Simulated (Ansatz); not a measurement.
**Cl on Ir(111): change of the work function**

Wanted: Δφ(θ) for Cl/Ir(111), starting from the fcc site.

Method: plane-wave DFT, PBE, Ansatz PAW, in Ansatz 0.2.0.

## 1. The structure

The cell holds 4 atoms: 4 Ir. Its edges and angles: a = 2.715 Å, b = 2.715 Å, c = 24.651 Å, α = 90.0°, β = 90.0°, γ = 60.0°. Vacuum lies along c.

## 2. The clean slab

The bare slab comes first, as the zero from which every change is counted. The two lowest layers are held at bulk places and the upper ones relax. The dipole correction removes the false field that a one-sided slab makes across the periodic vacuum, so each face gets a flat vacuum level of its own.

input.yaml reads:

```yaml
crystal:
  lattice:
    - [2.7152900398, 0.0, 0.0]
    - [1.3576450199, 2.3515101531, 0.0]
    - [0.0, 0.0, 24.6510751011]
  atoms:
    - { symbol: Ir, position: [0.0, 0.0, 0.3650956383] }
    - { symbol: Ir, position: [0.3333333333, 0.3333333333, 0.4550318794] }
    - { symbol: Ir, position: [0.6666666667, 0.6666666667, 0.5449681206] }
    - { symbol: Ir, position: [0.0, 0.0, 0.6349043617] }
kpoints:
  mp_grid: { grid: [12, 12, 1] }
hamiltonian:
  xc: pbe
scf:
  occupations: { method: fermi_dirac, width: 0.1 }
  convergence: { dr2_threshold: 1.0e-08 }
efield:
  axis: 3
  dipole_correction: true
  ramp_position: 0.97
  ramp_width: 0.06
relax:
  f_tol: 0.02
  max_steps: 60
  constraints: [{ sites: [0, 1] }]
output:
  write_potential: true
  write_density: true
  volumetric_format: npy
```

On the command line:

```sh
$ ansatz run input.yaml --threads 4 --pin off --max-ram 6144MiB --backend cpu --events-out ev --progress --plain --runs-dir out
```

Numbers of over 12 decimals in the logs are rounded to 6 here.

Output:

```text
Engine: ansatz 0.2.0, x86_64-unknown-linux-gnu
Pseudopotentials: kind: paw
Pseudopotential: Ir, paw, valence charge 17, recommended cutoff 420 eV (normal), Ir.paw.azcp
Functional definition: PBE
  parameter kappa = 0.804
  parameter beta = 0.066725
  exchange = pbe_x(kappa = kappa, mu = beta*pi^2/3)
  correlation = pbe_c(beta = beta)
Crystal: 4 atoms, lattice volume = 157.398 Å³
Basis set: ecut = 420 eV, 3101 PW (Γ), exchange–correlation on 40×40×360 points (8 copies of the dense FFT grid, shifted against one another)
Bands: 41, of which v1, the nominal top of the filled ones, is band 34 counted from 1 (33 counted from 0)
Symmetry: 6 space group operations
k-points: 19 of 144 (time reversal used)
Non-local potential: Ir, projectors of the file, l = 0: 3, l = 1: 2, l = 2: 2, l = 3: 1
PAW form: soft (Blöchl's): semilocal exchange-correlation on the pseudo side does not see the compensation charge
PAW one-centre angular grid: Ir, 590 points (default); XC on 64 Gauss nodes
Initial density: superposition of atomic densities (neutral atoms: chi_scale 0, normalization atom), corrected by the library's trained network
Initial wavefunctions: pseudopotential atomic-orbital guess
Functional: x = pbe(κ = 0.804, μ = 0.219515), c = pbe(β = 0.066725)
SCF iter   1: F=—  HF=-47739.534662 eV  |F-HF|=—  |Δ(HF+E_count)|=         —  Δρ=6.19e-3  dr2=3.30e-1  ethr=1.77e-3  p=0.000 e·Å  D=2.60e-13 V/Å  ΔV_dip=-0.00 eV  dr2_dipole=3.63e-7  V_vac-E_F(+/−)=5.19/5.19 eV  ⟨swp⟩=7.8  Hψ=3557  notcnv=0  defer=2
efield: sawtooth ramp at fractional position 0.9700 (set: `efield.ramp_position`, or a place that a band, a saddle search or an elastic batch's reference lends), width 0.0600; the density the first Hamiltonian is built on has a dipole p = 0.000 e·Å; the dipole correction subtracts the counter field D = 2.60e-13 V/Å, which shifts the + side's vacuum level by -0.00 eV against the − side's; the planar-averaged density in the ramp window peaks in size at 1.1e-5 e/Å³
preconditioner: auto → LDOS  [metal: Δε(μ)=0.097 eV  Ē_g=6.266 eV  σ=0.100 eV  W_gap=0.23  n_scr=18 (ndim 8)  ℏωp=17.8 eV  f_vac=0.579  D(μ)=3.93/eV (n_scr^D=16)  β→1.0]
SCF iter   2: F=—  HF=-47739.532900 eV  |F-HF|=—  |Δ(HF+E_count)|=   1.76e-3  Δρ=2.42e-3  dr2=2.91e-2  ethr=4.85e-4  p=-0.000 e·Å  D=-4.09e-5 V/Å  ΔV_dip=0.00 eV  dr2_dipole=6.09e-7  V_vac-E_F(+/−)=5.47/5.47 eV  ⟨swp⟩=1.8  Hψ=981  notcnv=0  defer=3
SCF iter   3: F=—  HF=-47739.530408 eV  |F-HF|=—  |Δ(HF+E_count)|=   2.49e-3  Δρ=5.42e-4  dr2=4.60e-4  ethr=4.28e-5  p=-0.000 e·Å  D=-3.22e-6 V/Å  ΔV_dip=0.00 eV  dr2_dipole=1.63e-8  V_vac-E_F(+/−)=5.48/5.48 eV  ⟨swp⟩=1.8  Hψ=1050  notcnv=0  defer=3
SCF iter   4: F=—  HF=-47739.530405 eV  |F-HF|=—  |Δ(HF+E_count)|=   3.47e-6  Δρ=1.07e-4  dr2=1.71e-5  ethr=6.77e-7  p=-0.000 e·Å  D=-2.53e-6 V/Å  ΔV_dip=0.00 eV  dr2_dipole=6.07e-10  V_vac-E_F(+/−)=5.49/5.48 eV  ⟨swp⟩=2.5  Hψ=1492  notcnv=0  defer=3
SCF iter   5: F=—  HF=-47739.530409 eV  |F-HF|=—  |Δ(HF+E_count)|=   4.46e-6  Δρ=3.97e-5  dr2=2.39e-6  ethr=2.51e-8  p=-0.000 e·Å  D=-6.56e-7 V/Å  ΔV_dip=0.00 eV  dr2_dipole=1.79e-10  V_vac-E_F(+/−)=5.49/5.49 eV  ⟨swp⟩=3.4  Hψ=1846  notcnv=0  defer=3
SCF iter   6: F=—  HF=-47739.530404 eV  |F-HF|=—  |Δ(HF+E_count)|=   5.11e-6  Δρ=1.68e-5  dr2=6.20e-7  ethr=3.51e-9  p=-0.000 e·Å  D=-9.97e-7 V/Å  ΔV_dip=0.00 eV  dr2_dipole=7.97e-11  V_vac-E_F(+/−)=5.49/5.49 eV  ⟨swp⟩=2.4  Hψ=1294  notcnv=0  defer=3
SCF iter   7: F=—  HF=-47739.530405 eV  |F-HF|=—  |Δ(HF+E_count)|=   3.14e-7  Δρ=3.99e-6  dr2=5.24e-8  ethr=9.12e-10  p=-0.000 e·Å  D=-2.22e-7 V/Å  ΔV_dip=0.00 eV  dr2_dipole=1.25e-12  V_vac-E_F(+/−)=5.49/5.49 eV  ⟨swp⟩=2.8  Hψ=1527  notcnv=0  defer=3
SCF iter   8: F=-47739.530405 eV  HF=-47739.530405 eV  |F-HF|=7.64e-9  |Δ(HF+E_count)|=   1.78e-8  Δρ=1.09e-6  dr2=3.19e-9  ethr=1.47e-11  p=-0.000 e·Å  D=-3.81e-8 V/Å  ΔV_dip=0.00 eV  dr2_dipole=9.23e-15  V_vac-E_F(+/−)=5.49/5.49 eV  ⟨swp⟩=11.1  Hψ=5991  notcnv=0
SCF 1 converged in 8 iterations: F = -47739.530405 eV  dr2 = 3.19e-9
  greatest PAW one-centre occupation: 1.000 electrons in one spin orbital (limit 2), on the Ir atom at site 1 (counted from 0), in its partial waves of l = 0
relax step   1: F+E_penalty+E_count = -47739.53040454 eV  Δ(F+E_penalty+E_count) = +0.000e0 eV  max|allowed force component| = 1.352e-1 eV/Å  Δτ_max = 0.0000 Å  (8 SCF iters, accepted)
Initial density: handed on by an earlier stage of this run
Initial wavefunctions: those handed on with the density
iter 1 solved again at ethr=1.27e-4 eV; its pass at ethr=3.10e-3 eV (dr2=8.61e-2 eV) is discarded
SCF iter   1: F=—  HF=-47739.531029 eV  |F-HF|=—  |Δ(HF+E_count)|=         —  Δρ=2.46e-3  dr2=7.87e-2  ethr=1.27e-4  p=-0.000 e·Å  D=-3.37e-7 V/Å  ΔV_dip=0.00 eV  dr2_dipole=3.17e-2  V_vac-E_F(+/−)=5.48/5.48 eV  ⟨swp⟩=1.9  Hψ=2300  notcnv=0  defer=5
efield: sawtooth ramp at fractional position 0.9700 (set: `efield.ramp_position`, or a place that a band, a saddle search or an elastic batch's reference lends), width 0.0600; the density the first Hamiltonian is built on has a dipole p = -0.000 e·Å; the dipole correction subtracts the counter field D = -3.37e-7 V/Å, which shifts the + side's vacuum level by +0.00 eV against the − side's; the planar-averaged density in the ramp window peaks in size at 2.8e-6 e/Å³
preconditioner: auto → LDOS  [metal: Δε(μ)=0.080 eV  Ē_g=6.312 eV  σ=0.100 eV  W_gap=0.19  n_scr=18 (ndim 8)  ℏωp=17.8 eV  f_vac=0.582  D(μ)=3.84/eV (n_scr^D=16)  β→1.0]
SCF iter   2: F=—  HF=-47739.530294 eV  |F-HF|=—  |Δ(HF+E_count)|=   7.34e-4  Δρ=1.06e-3  dr2=4.86e-3  ethr=1.16e-4  p=0.002 e·Å  D=2.34e-3 V/Å  ΔV_dip=-0.06 eV  dr2_dipole=1.15e-3  V_vac-E_F(+/−)=5.44/5.50 eV  ⟨swp⟩=2.0  Hψ=965  notcnv=0  defer=5
SCF iter   3: F=—  HF=-47739.529493 eV  |F-HF|=—  |Δ(HF+E_count)|=   8.01e-4  Δρ=4.91e-4  dr2=1.58e-3  ethr=7.15e-6  p=0.000 e·Å  D=5.10e-4 V/Å  ΔV_dip=-0.01 eV  dr2_dipole=1.15e-5  V_vac-E_F(+/−)=5.48/5.49 eV  ⟨swp⟩=3.0  Hψ=1497  notcnv=0  defer=5
SCF iter   4: F=—  HF=-47739.529185 eV  |F-HF|=—  |Δ(HF+E_count)|=   3.08e-4  Δρ=7.80e-5  dr2=1.08e-5  ethr=2.32e-6  p=0.001 e·Å  D=9.35e-4 V/Å  ΔV_dip=-0.02 eV  dr2_dipole=1.05e-6  V_vac-E_F(+/−)=5.47/5.49 eV  ⟨swp⟩=2.2  Hψ=1153  notcnv=0  defer=5
SCF iter   5: F=—  HF=-47739.529181 eV  |F-HF|=—  |Δ(HF+E_count)|=   4.36e-6  Δρ=3.71e-5  dr2=3.99e-6  ethr=1.59e-8  p=0.001 e·Å  D=8.37e-4 V/Å  ΔV_dip=-0.02 eV  dr2_dipole=1.42e-8  V_vac-E_F(+/−)=5.47/5.50 eV  ⟨swp⟩=2.9  Hψ=1583  notcnv=0  defer=5
SCF iter   6: F=—  HF=-47739.529168 eV  |F-HF|=—  |Δ(HF+E_count)|=   1.25e-5  Δρ=9.87e-6  dr2=2.11e-7  ethr=5.87e-9  p=0.001 e·Å  D=7.52e-4 V/Å  ΔV_dip=-0.02 eV  dr2_dipole=5.91e-9  V_vac-E_F(+/−)=5.48/5.49 eV  ⟨swp⟩=2.2  Hψ=1200  notcnv=0  defer=5
SCF iter   7: F=—  HF=-47739.529168 eV  |F-HF|=—  |Δ(HF+E_count)|=   2.29e-7  Δρ=4.00e-6  dr2=3.19e-8  ethr=3.11e-10  p=0.001 e·Å  D=7.22e-4 V/Å  ΔV_dip=-0.02 eV  dr2_dipole=6.67e-9  V_vac-E_F(+/−)=5.48/5.49 eV  ⟨swp⟩=3.1  Hψ=1431  notcnv=0  defer=5
SCF iter   8: F=-47739.529169 eV  HF=-47739.529169 eV  |F-HF|=8.46e-9  |Δ(HF+E_count)|=   8.40e-8  Δρ=1.08e-6  dr2=2.72e-9  ethr=1.47e-11  p=0.001 e·Å  D=7.05e-4 V/Å  ΔV_dip=-0.02 eV  dr2_dipole=3.09e-10  V_vac-E_F(+/−)=5.48/5.49 eV  ⟨swp⟩=11.2  Hψ=5985  notcnv=0
SCF 2 converged in 8 iterations: F = -47739.529169 eV  dr2 = 2.72e-9
  greatest PAW one-centre occupation: 1.000 electrons in one spin orbital (limit 2), on the Ir atom at site 2 (counted from 0), in its partial waves of l = 0
relax step   2: F+E_penalty+E_count = -47739.52916854 eV  Δ(F+E_penalty+E_count) = +1.236e-3 eV  max|allowed force component| = 2.063e-1 eV/Å  Δτ_max = 0.0402 Å  (8 SCF iters, rejected (line search))
SCF iter   1: F=—  HF=-47739.532182 eV  |F-HF|=—  |Δ(HF+E_count)|=         —  Δρ=1.53e-3  dr2=2.86e-2  ethr=4.36e-4  p=0.001 e·Å  D=7.05e-4 V/Å  ΔV_dip=-0.02 eV  dr2_dipole=1.13e-2  V_vac-E_F(+/−)=5.48/5.50 eV  ⟨swp⟩=2.7  Hψ=1390  notcnv=0  defer=5
efield: sawtooth ramp at fractional position 0.9700 (set: `efield.ramp_position`, or a place that a band, a saddle search or an elastic batch's reference lends), width 0.0600; the density the first Hamiltonian is built on has a dipole p = 0.001 e·Å; the dipole correction subtracts the counter field D = 7.05e-4 V/Å, which shifts the + side's vacuum level by -0.02 eV against the − side's; the planar-averaged density in the ramp window peaks in size at 2.3e-6 e/Å³
preconditioner: auto → LDOS  [metal: Δε(μ)=0.082 eV  Ē_g=6.284 eV  σ=0.100 eV  W_gap=0.20  n_scr=18 (ndim 8)  ℏωp=17.8 eV  f_vac=0.581  D(μ)=3.88/eV (n_scr^D=16)  β→1.0]
SCF iter   2: F=—  HF=-47739.531729 eV  |F-HF|=—  |Δ(HF+E_count)|=   4.53e-4  Δρ=6.52e-4  dr2=1.43e-3  ethr=4.20e-5  p=-0.000 e·Å  D=-4.32e-4 V/Å  ΔV_dip=0.01 eV  dr2_dipole=2.25e-4  V_vac-E_F(+/−)=5.50/5.49 eV  ⟨swp⟩=2.1  Hψ=1154  notcnv=0  defer=5
SCF iter   3: F=—  HF=-47739.531483 eV  |F-HF|=—  |Δ(HF+E_count)|=   2.46e-4  Δρ=3.15e-4  dr2=6.21e-4  ethr=2.10e-6  p=0.000 e·Å  D=4.60e-4 V/Å  ΔV_dip=-0.01 eV  dr2_dipole=3.41e-6  V_vac-E_F(+/−)=5.48/5.49 eV  ⟨swp⟩=2.9  Hψ=1511  notcnv=0  defer=5
SCF iter   4: F=—  HF=-47739.531357 eV  |F-HF|=—  |Δ(HF+E_count)|=   1.26e-4  Δρ=4.39e-5  dr2=3.31e-6  ethr=9.13e-7  p=0.000 e·Å  D=1.92e-4 V/Å  ΔV_dip=-0.00 eV  dr2_dipole=7.78e-8  V_vac-E_F(+/−)=5.49/5.49 eV  ⟨swp⟩=2.1  Hψ=1153  notcnv=0  defer=5
SCF iter   5: F=—  HF=-47739.531341 eV  |F-HF|=—  |Δ(HF+E_count)|=   1.61e-5  Δρ=2.02e-5  dr2=1.03e-6  ethr=4.87e-9  p=0.000 e·Å  D=2.40e-4 V/Å  ΔV_dip=-0.01 eV  dr2_dipole=6.17e-9  V_vac-E_F(+/−)=5.49/5.49 eV  ⟨swp⟩=3.1  Hψ=1636  notcnv=0  defer=5
SCF iter   6: F=—  HF=-47739.531341 eV  |F-HF|=—  |Δ(HF+E_count)|=   3.79e-7  Δρ=8.02e-6  dr2=1.31e-7  ethr=1.52e-9  p=0.000 e·Å  D=2.78e-4 V/Å  ΔV_dip=-0.01 eV  dr2_dipole=2.75e-9  V_vac-E_F(+/−)=5.49/5.49 eV  ⟨swp⟩=2.2  Hψ=1171  notcnv=0  defer=5
SCF iter   7: F=—  HF=-47739.531342 eV  |F-HF|=—  |Δ(HF+E_count)|=   1.54e-7  Δρ=2.33e-6  dr2=1.12e-8  ethr=1.92e-10  p=0.000 e·Å  D=2.91e-4 V/Å  ΔV_dip=-0.01 eV  dr2_dipole=3.51e-9  V_vac-E_F(+/−)=5.49/5.49 eV  ⟨swp⟩=2.3  Hψ=1199  notcnv=0  defer=5
SCF iter   8: F=-47739.531342 eV  HF=-47739.531342 eV  |F-HF|=4.80e-9  |Δ(HF+E_count)|=   3.00e-8  Δρ=5.88e-7  dr2=7.04e-10  ethr=1.47e-11  p=0.000 e·Å  D=2.99e-4 V/Å  ΔV_dip=-0.01 eV  dr2_dipole=3.52e-11  V_vac-E_F(+/−)=5.49/5.49 eV  ⟨swp⟩=10.5  Hψ=5642  notcnv=0
SCF 3 converged in 8 iterations: F = -47739.531342 eV  dr2 = 7.04e-10
relax step   3: F+E_penalty+E_count = -47739.53134163 eV  Δ(F+E_penalty+E_count) = -9.371e-4 eV  max|allowed force component| = 2.789e-3 eV/Å  Δτ_max = 0.0158 Å  (8 SCF iters, accepted)
NSCF: frozen V_eff on 19 k-points
the band table was solved once a step of the walk had ended and its energy, with any forces and stress, was formed, with the checks that follow a solve (3881 applications of the Hamiltonian). They found nothing against the state; the energy, forces and stress were not computed again (output.eigenvalues in the input reference)
WARN: The output density's exchange-correlation potential varies sharply where the density is thin. Do not read a vacuum level from v_tot or v_xc, or from such a field of the output density. On a cell that repeats whose density bears no net charge and no dipole along the vacuum's axis use v_es (v_loc + v_h of the components); under efield.dipole_correction with no amplitude use v_es + v_field, which holds any externa [...]
SCF converged after 8 iterations
Free energy (F): -47739.531342 eV
Harris-Foulkes:  -47739.531342 eV  (|F-HF|=4.80e-9)
Internal energy: -47739.398849 eV  (E = F + TS)
E sigma→0 (E₀):  -47739.465095 eV
Entropy (-TS):   -0.132493 eV (-33.123 meV/atom)
Fermi energy:    5.735751 eV
Dipole field:    D = 0.000308 V/Å  (p = 0.000268 e·Å, saw-weighted, corrected)
Work function:   Φ+ = 5.4864 eV   Φ− = 5.4940 eV
Levels:          The Fermi level and band energies are counted from a zero that moves with the ramp; work functions are not
--- Per-component energies (eV) ---
  E_band       = -1671.576540
  E_kinetic    = 2486.113091
  E_local      = -117421.112783  (includes V_loc(G=0)·N_el)
  E_nonlocal   = 291.629511
  E_hartree    = 57547.560044
  E_xc         = -1068.589999
  E_vxc        = -1195.849487  (∫ρ·V_xc dr)
  E_paw        = -36893.549535  (= ΣΔE_a)
  E_vpaw       = -927.471881  (= ΣTr[D̂ρ^β])
  E_aug_tail   = 0.000219  (compensation charges beyond the density's cutoff)
  E_efield     = 0.000000  (sawtooth field / dipole correction)
  E_vefield    = 0.000096  (∫n·V_field dr)
  E_ewald      = 47318.550604
  E_smearing   = -0.132493  (= −TS)
  E_closure    = -0.000000  (closes the sum)
  Σ components = -47739.531342   (vs F -47739.531342, Δ=0.00e0)
--- Forces (eV/Å), atoms counted from 1 ---
  atom   1  Ir     0.00000000    -0.00000000     0.12831676
  atom   2  Ir     0.00000000    -0.00000000    -0.13090787
  atom   3  Ir     0.00000000     0.00000000    -0.00020095
  atom   4  Ir     0.00000000     0.00000000     0.00278891
  max |Σ_I F_I| component: 3.15e-6 eV/Å
--- Band table (eV; the first three rows and the last of 19) ---
  k-point 0: bands = [... 30 lower, 2.8245, 4.5654, 4.5654, 4.9154, 4.9154, 5.0203, 5.8533, 5.8533, ... 3 higher]
  k-point 1: bands = [... 30 lower, 3.0292, 4.3234, 4.3914, 4.3950, 4.8764, 4.9658, 5.3069, 5.8533, ... 3 higher]
  k-point 2: bands = [... 30 lower, 3.6025, 3.6292, 3.8672, 4.2957, 4.5009, 4.9807, 5.8191, 5.8473, ... 3 higher]
  k-point 18: bands = [... 30 lower, 4.4076, 4.4245, 5.5716, 6.0441, 6.1830, 6.1849, 11.3203, 11.4245, ... 3 higher]
--- Relaxed structure (3 steps of the walk, 2 accepted, 0 SCFs on fresh bases) ---
  F+E_penalty+E_count = -47739.53134163 eV   max|allowed force component| = 2.789e-3 eV/Å
  atoms:
    - { symbol: Ir, position: [0.0, 0.0, 0.365096] }
    - { symbol: Ir, position: [0.333333, 0.333333, 0.4550318794] }
    - { symbol: Ir, position: [0.666667, 0.666667, 0.544863] }
    - { symbol: Ir, position: [-7.456009803012658e-19, 0, 0.634264] }
```

Elapsed: 5.9 s, on 4 threads of Intel Xeon Platinum 8488C (Sapphire Rapids), shared host; peak memory 0.55 GiB; 22 s of CPU time.

The steps of the relaxation:

| step | energy less that of the first step (eV) | largest force component (eV/Å) |
| --- | --- | --- |
| 1 | 0.0000 | 0.1352 |
| 2 | 0.0012 | 0.2063 |
| 3 | -0.0009 | 0.0028 |

Relaxation step 2 was tried and not accepted.

The run keeps the 6 symmetry operations that it works with, so distortions that break them were not tested.

The atoms that moved most (Å):

| atom | dx | dy | dz | length |
| --- | --- | --- | --- | --- |
| Ir4 | 0.000 | 0.000 | -0.016 | 0.016 |

Final coordinates:

```xyz
4
Lattice="2.7153 0.0000 0.0000 1.3576 2.3515 0.0000 0.0000 0.0000 24.6511" Properties=species:S:1:pos:R:3
Ir    0.0000    0.0000    9.0000
Ir    1.3576    0.7838   11.2170
Ir    2.7153    1.5677   13.4315
Ir    0.0000    0.0000   15.6353
```

Numbers from this step:

```yaml
energy_at_zero_smearing: -47739.4651 eV
work_function_upper_face: 5.486 eV
dipole_along_the_normal: 2.68e-4 e·Å
```

Running mean over 2.217 Å of the planar mean; the ramp of the sawtooth is left out. Electron's electrostatic potential energy less the Fermi level against z:

| z (Å) | electron's electrostatic potential energy less the Fermi level (eV) |
| --- | --- |
| 3.5 | 5.49 |
| 4.0 | 5.49 |
| 4.5 | 5.49 |
| 5.0 | 5.49 |
| 5.5 | 5.47 |
| 6.0 | 5.42 |
| 6.5 | 5.19 |
| 7.0 | 4.28 |
| 7.5 | 0.793 |
| 8.0 | -5.49 |
| 8.5 | -10.8 |
| 9.0 | -12.7 |
| 9.5 | -13.1 |
| 10.0 | -13.3 |
| 10.5 | -13.4 |
| 11.0 | -13.5 |
| 11.5 | -13.6 |
| 12.0 | -13.6 |
| 12.5 | -13.6 |
| 13.0 | -13.6 |
| 13.5 | -13.6 |
| 14.0 | -13.6 |
| 14.5 | -13.5 |
| 15.0 | -13.3 |
| 15.5 | -12.9 |
| 16.0 | -11.7 |
| 16.5 | -7.22 |
| 17.0 | -0.753 |
| 17.5 | 3.68 |
| 18.0 | 5.04 |
| 18.5 | 5.38 |
| 19.0 | 5.46 |
| 19.5 | 5.48 |
| 20.0 | 5.48 |
| 20.5 | 5.49 |
| 21.0 | 5.49 |
| 21.5 | 5.49 |

The relaxation took 3 steps and lowered the energy by 9.4e-4 eV; the largest force on the free atoms ends at 0.0028 eV/Å.

The work function of the upper face is 5.49 eV.

[end of part 1 of 3]

[Logs are printed without paths, hosts, clocks, repeated set-up lines and the standing remarks that a program may print on its own settings, such as how far it seeks lower states.]

[Hosts, paths, dates, database ids (printed as entryN), source tags and the programs' standing remarks are cut or masked in the printed files.]

[Maps of the electrostatic potential energy from Ansatz leave out the sawtooth potential of an applied field or a dipole correction, so their vacuum need not be flat; planar profiles and work functions include it.]
